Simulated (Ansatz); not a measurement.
# The perfect SiC wire along [111], 38 atoms a period, H-terminated, part 2 of 2

What gap, if any, does the SiC wire along [111], 38 atoms a period, H-terminated have, and how does it change with the functional?

Ansatz 0.2.0; DFT PBE, plane waves, PAW; relaxation of a wire's period; PAW set soft_1 (the session's first sound run).

So far. Step 2 (Relaxing the period): The cell's length comes to 7.670 Å with spin left out.

### Step 3. The perfect wire

This step: DFT PBE, plane waves, PAW; bands of a perfect wire; PAW set soft_1 (Ansatz 0.2.0).

At the relaxed period the bands are computed along the axis; those that cross an energy going forward count the channels that a perfect wire would open there.

input.yaml

```yaml
crystal:
  lattice:
    - [15.395, 0.0, 0.0]
    - [0.0, 16.394, 0.0]
    - [0.0, 0.0, 7.6695985455]
  atoms:
    - { symbol: Si, position: [0.399235583, 0.455460404, 0.001857763] }
    - { symbol: Si, position: [0.5, 0.291534249, 0.000768013] }
    - { symbol: Si, position: [0.600764417, 0.455460404, 0.001857763] }
    - { symbol: C, position: [0.299684713, 0.618672909, 0.245988228] }
    - { symbol: C, position: [0.399047394, 0.455339996, 0.250722013] }
    - { symbol: C, position: [0.5, 0.292871485, 0.246007378] }
    - { symbol: C, position: [0.5, 0.619537349, 0.250721776] }
    - { symbol: C, position: [0.600952606, 0.455339996, 0.250722013] }
    - { symbol: C, position: [0.700315287, 0.618672909, 0.245988228] }
    - { symbol: H, position: [0.217986334, 0.441256834, 0.272341006] }
    - { symbol: H, position: [0.295569935, 0.315117163, 0.272365295] }
    - { symbol: H, position: [0.42241783, 0.773783463, 0.272305158] }
    - { symbol: H, position: [0.57758217, 0.773783463, 0.272305158] }
    - { symbol: H, position: [0.704430065, 0.315117163, 0.272365295] }
    - { symbol: H, position: [0.782013666, 0.441256834, 0.272341006] }
    - { symbol: H, position: [0.240374753, 0.588675628, 0.293961075] }
    - { symbol: H, position: [0.29770554, 0.681906417, 0.29395908] }
    - { symbol: H, position: [0.442668548, 0.259660226, 0.293999472] }
    - { symbol: H, position: [0.557331452, 0.259660226, 0.293999472] }
    - { symbol: H, position: [0.70229446, 0.681906417, 0.29395908] }
    - { symbol: H, position: [0.759625247, 0.588675628, 0.293961075] }
    - { symbol: Si, position: [0.299463309, 0.401346553, 0.337604366] }
    - { symbol: Si, position: [0.3988094, 0.564955228, 0.334796598] }
    - { symbol: Si, position: [0.5, 0.400367255, 0.334800174] }
    - { symbol: Si, position: [0.5, 0.727557504, 0.337587173] }
    - { symbol: Si, position: [0.6011906, 0.564955228, 0.334796598] }
    - { symbol: Si, position: [0.700536691, 0.401346553, 0.337604366] }
    - { symbol: C, position: [0.300627884, 0.401976719, 0.582631756] }
    - { symbol: C, position: [0.399110689, 0.564773856, 0.583358596] }
    - { symbol: C, position: [0.5, 0.400671202, 0.58336102] }
    - { symbol: C, position: [0.5, 0.726268019, 0.582616652] }
    - { symbol: C, position: [0.600889311, 0.564773856, 0.583358596] }
    - { symbol: C, position: [0.699372116, 0.401976719, 0.582631756] }
    - { symbol: H, position: [0.2188434, 0.552238008, 0.60683468] }
    - { symbol: H, position: [0.320504096, 0.717600674, 0.606831765] }
    - { symbol: H, position: [0.398333847, 0.260334242, 0.60688043] }
    - { symbol: H, position: [0.601666153, 0.260334242, 0.60688043] }
    - { symbol: H, position: [0.679495904, 0.717600674, 0.606831765] }
    - { symbol: H, position: [0.7811566, 0.552238008, 0.60683468] }
    - { symbol: H, position: [0.24190327, 0.370137993, 0.629454028] }
    - { symbol: H, position: [0.5, 0.789951017, 0.629406382] }
    - { symbol: H, position: [0.75809673, 0.370137993, 0.629454028] }
    - { symbol: Si, position: [0.299591371, 0.509899837, 0.669351045] }
    - { symbol: Si, position: [0.399621443, 0.347195315, 0.669355924] }
    - { symbol: Si, position: [0.399970683, 0.673175943, 0.669343961] }
    - { symbol: Si, position: [0.5, 0.510092613, 0.668102898] }
    - { symbol: Si, position: [0.600029317, 0.673175943, 0.669343961] }
    - { symbol: Si, position: [0.600378557, 0.347195315, 0.669355924] }
    - { symbol: Si, position: [0.700408629, 0.509899837, 0.669351045] }
    - { symbol: C, position: [0.300736581, 0.511436765, 0.914963197] }
    - { symbol: C, position: [0.401623431, 0.347338061, 0.914970388] }
    - { symbol: C, position: [0.399110466, 0.67144668, 0.914959187] }
    - { symbol: C, position: [0.5, 0.510075571, 0.917801356] }
    - { symbol: C, position: [0.600889534, 0.67144668, 0.914959187] }
    - { symbol: C, position: [0.598376569, 0.347338061, 0.914970388] }
    - { symbol: C, position: [0.699263419, 0.511436765, 0.914963197] }
    - { symbol: H, position: [0.218736668, 0.66254386, 0.935467771] }
    - { symbol: H, position: [0.5, 0.205102151, 0.93554603] }
    - { symbol: H, position: [0.781263332, 0.66254386, 0.935467771] }
    - { symbol: H, position: [0.241656007, 0.479766425, 0.960668965] }
    - { symbol: H, position: [0.342868492, 0.315140039, 0.960683204] }
    - { symbol: H, position: [0.398787119, 0.735333484, 0.960641632] }
    - { symbol: H, position: [0.601212881, 0.735333484, 0.960641632] }
    - { symbol: H, position: [0.657131508, 0.315140039, 0.960683204] }
    - { symbol: H, position: [0.758343993, 0.479766425, 0.960668965] }
    - { symbol: Si, position: [0.298428362, 0.619375053, 0.000741891] }
    - { symbol: Si, position: [0.5, 0.619357278, 0.001861065] }
    - { symbol: Si, position: [0.701571638, 0.619375053, 0.000741891] }
kpoints:
  mp_grid: { grid: [1, 1, 11] }
  band_path: { path: ["Γ", Z], npoints: 90 }
scf:
  occupations: { method: fermi_dirac, width: 0.05 }
hamiltonian:
  xc: pbe
  pseudopotentials: { kind: paw, azcp: { folder: soft_1 } }
output:
  dos: { e_range: [-5, 4] }
  write_potential: true
  write_density: true
  volumetric_format: npy
```

Launch:

```console
$ ansatz run input.yaml --threads 8 --pin off --max-ram 16384MiB --backend cpu --events-out ev --progress --plain --runs-dir out
```

Numbers of over 12 decimals in the logs are rounded to 6 here.

What it wrote:

```text
[...]
Crystal: 68 atoms, lattice volume = 1935.696 Å³
Basis set: ecut = 420 eV, 37913 PW (Γ)
Bands: 159, of which v1, the nominal top of the filled ones, is band 91 counted from 1 (90 counted from 0)
Symmetry: 2 space group operations
[...]
k-points: 6 of 11 (time reversal used)
[...]
SCF iter   1: F=—  HF=-17379.229802 eV  |F-HF|=—  |Δ(HF+E_count)|=         —  Δρ=7.68e-2  dr2=1.44e2  ethr=3.10e-3  ⟨swp⟩=8.5  Hψ=5981  notcnv=0  defer=149
[...]
SCF iter  11: F=-17333.710001 eV  HF=-17333.710001 eV  |F-HF|=3.96e-9  |Δ(HF+E_count)|=   5.15e-8  Δρ=7.52e-7  dr2=1.07e-8  ethr=5.49e-11  ⟨swp⟩=23.3  Hψ=8459  notcnv=0
SCF 1 converged in 11 iterations: F = -17333.710001 eV  dr2 = 1.07e-8
[...]
NSCF: frozen V_eff on 91 k-points
WARN: The output density's exchange-correlation potential varies sharply where the density is thin. Do not read a vacuum level from v_tot or v_xc, or from such a field of the output density. On a cell that repeats whose density bears no net charge and no dipole along the vacuum's axis use v_es (v_loc + v_h of the components); under efield.dipole_correction with no amplitude use v_es + v_field, which holds any externa [...]
SCF converged after 11 iterations
Free energy (F): -17333.710001 eV
[...]
Internal energy: -17333.710001 eV  (E = F + TS)
E sigma→0 (E₀):  -17333.710001 eV
Fermi energy:    -0.714819 eV
[...]
--- Band table (eV; the first three rows and the last of 6) ---
  k-point 0: bands = [... 87 lower, -2.8186, -2.7075, -2.7065, -2.3509, 0.9213, 1.1837, 1.1953, 2.2409, ... 64 higher]
  k-point 1: bands = [... 87 lower, -2.8313, -2.7134, -2.7120, -2.4008, 0.9722, 1.2099, 1.2217, 2.2584, ... 64 higher]
  k-point 2: bands = [... 87 lower, -2.8805, -2.7279, -2.7259, -2.5482, 1.1149, 1.2923, 1.3048, 2.3097, ... 64 higher]
  k-point 5: bands = [... 87 lower, -2.9467, -2.9444, -2.7955, -2.7926, 1.8118, 1.8576, 1.8721, 2.1375, ... 64 higher]
```

The job ended after 12 min (8 threads of Arm Neoverse V1, shared host; peak memory 13 GiB; 1.6 h of CPU time).

This step gave:

```
band gap : 3.272 eV
```

Electronic bands along the path, in eV, zero at the Fermi level; v1 is the highest filled band, c1 the lowest empty one:

```tsv
point	v4	v3	v2	v1	c1	c2	c3	c4
Γ	-2.10	-1.99	-1.99	-1.64	1.64	1.90	1.91	2.96
halfway	-2.24	-2.03	-2.02	-2.00	1.98	2.11	2.12	3.08
Z	-2.22	-2.22	-2.09	-2.08	2.59	2.63	2.65	2.79
```

The gap is 3.27 eV, with spin left out.

On this path the gap is direct, 3.27 eV, with the valence top at Γ and the conduction bottom at Γ.

### Step 4. Levels at the same atoms, cutoff 500 eV, k-mesh 1×1×8

This step: DFT r2SCAN, plane waves, PAW; bands of a perfect wire at the PBE geometry; PAW set soft_1 (Ansatz 0.2.0).

The atoms stay at the PBE geometry and the functional changes. r2SCAN also reads the kinetic-energy density; it often gives larger moments and wider gaps than PBE, at a higher cost. Against the first PBE run of this kind, the cutoff is 500 eV against 420 and the mesh along the wire has 8 points against 11.

Changes to input.yaml since step 3:

```diff
@@ -75,3 +75,3 @@
 kpoints:
-  mp_grid: { grid: [1, 1, 11] }
+  mp_grid: { grid: [1, 1, 8] }
   band_path: { path: ["Γ", Z], npoints: 90 }
@@ -80,8 +80,3 @@
 hamiltonian:
-  xc: pbe
+  xc: r2scan
   pseudopotentials: { kind: paw, azcp: { folder: soft_1 } }
-output:
-  dos: { e_range: [-5, 4] }
-  write_potential: true
-  write_density: true
-  volumetric_format: npy
```

What it wrote:

```text
[...]
Crystal: 68 atoms, lattice volume = 1935.696 Å³
Basis set: ecut = 500 eV, 49061 PW (Γ), exchange–correlation on 480×480×240 points (64 copies of the dense FFT grid, shifted against one another)
Bands: 159, of which v1, the nominal top of the filled ones, is band 91 counted from 1 (90 counted from 0)
Symmetry: 2 space group operations
[...]
k-points: 5 of 8 (time reversal used)
[...]
SCF iter   1: F=—  HF=-17449.976810 eV  |F-HF|=—  |Δ(HF+E_count)|=         —  Δρ=7.34e-2  dr2=1.31e2  dr2_τ=1.17e1  ethr=3.10e-3  ⟨swp⟩=7.0  Hψ=4705  notcnv=0  defer=145
[...]
SCF iter  10: F=-17414.179598 eV  HF=-17414.179598 eV  |F-HF|=1.26e-7  |Δ(HF+E_count)|=   4.49e-7  Δρ=1.35e-6  dr2=4.23e-8  dr2_τ=3.50e-9  ethr=5.49e-11  ⟨swp⟩=24.4  Hψ=7725  notcnv=0
SCF 1 converged in 10 iterations: F = -17414.179598 eV  dr2 = 4.23e-8
[...]
SCF converged after 10 iterations
Free energy (F): -17414.179598 eV
[...]
Internal energy: -17414.179598 eV  (E = F + TS)
E sigma→0 (E₀):  -17414.179598 eV
Fermi energy:    -0.710716 eV
[...]
--- Band table (eV; the first three rows and the last of 5) ---
  k-point 0: bands = [... 87 lower, -3.0496, -2.9276, -2.9266, -2.5501, 1.1288, 1.4140, 1.4217, 2.6379, ... 64 higher]
  k-point 1: bands = [... 87 lower, -3.0758, -2.9399, -2.9383, -2.6494, 1.2287, 1.4675, 1.4753, 2.7271, ... 64 higher]
  k-point 2: bands = [... 87 lower, -3.1867, -2.9669, -2.9643, -2.9378, 1.4965, 1.6379, 1.6466, 2.8183, ... 64 higher]
  k-point 4: bands = [... 87 lower, -3.1757, -3.1733, -3.0316, -3.0284, 2.1637, 2.1943, 2.2012, 2.3745, ... 64 higher]
```

It took 18 min on 8 threads; peak memory 14 GiB; 2.4 h of CPU time.

Numbers from this step:

| Item | Value |
| --- | --- |
| band gap | 3.679 eV |

Electronic bands along the path, in eV, zero at the Fermi level; v1 is the highest filled band, c1 the lowest empty one:

```tsv
point	v4	v3	v2	v1	c1	c2	c3	c4
Γ	-2.34	-2.22	-2.22	-1.84	1.84	2.12	2.13	3.35
halfway	-2.48	-2.26	-2.25	-2.23	2.21	2.35	2.36	3.53
Z	-2.46	-2.46	-2.32	-2.32	2.87	2.90	2.91	3.09
```

The gap is 3.68 eV, against 3.27 eV under PBE at the relaxed period.

### Step 5. Summary of results

```json
{"cell length, PBE": "7.670 Å", "gap, PBE": "3.27 eV", "gap, r2SCAN": "3.68 eV"}
```

What this shows: Under PBE the cell's length is 7.67 Å, and a gap of 3.27 eV makes it a semiconductor. At the relaxed period the wire is gapped under every functional, from 3.27 eV (PBE) to 3.68 eV (r2SCAN). Weak screening in one dimension makes quasiparticle gaps larger than the semilocal gaps, as a rule. Plain hydrogen on a compound's surface is a simple closure: it may leave surface states, and facets that end in unlike atoms put a field across the wire, both of which shrink the gap.

[Logs are printed without paths, hosts, clocks, repeated set-up lines and the standing remarks that a program may print on its own settings, such as how far it seeks lower states.]

[Hosts, paths, dates, database ids (printed as entryN), source tags and the programs' standing remarks are cut or masked in the printed files.]
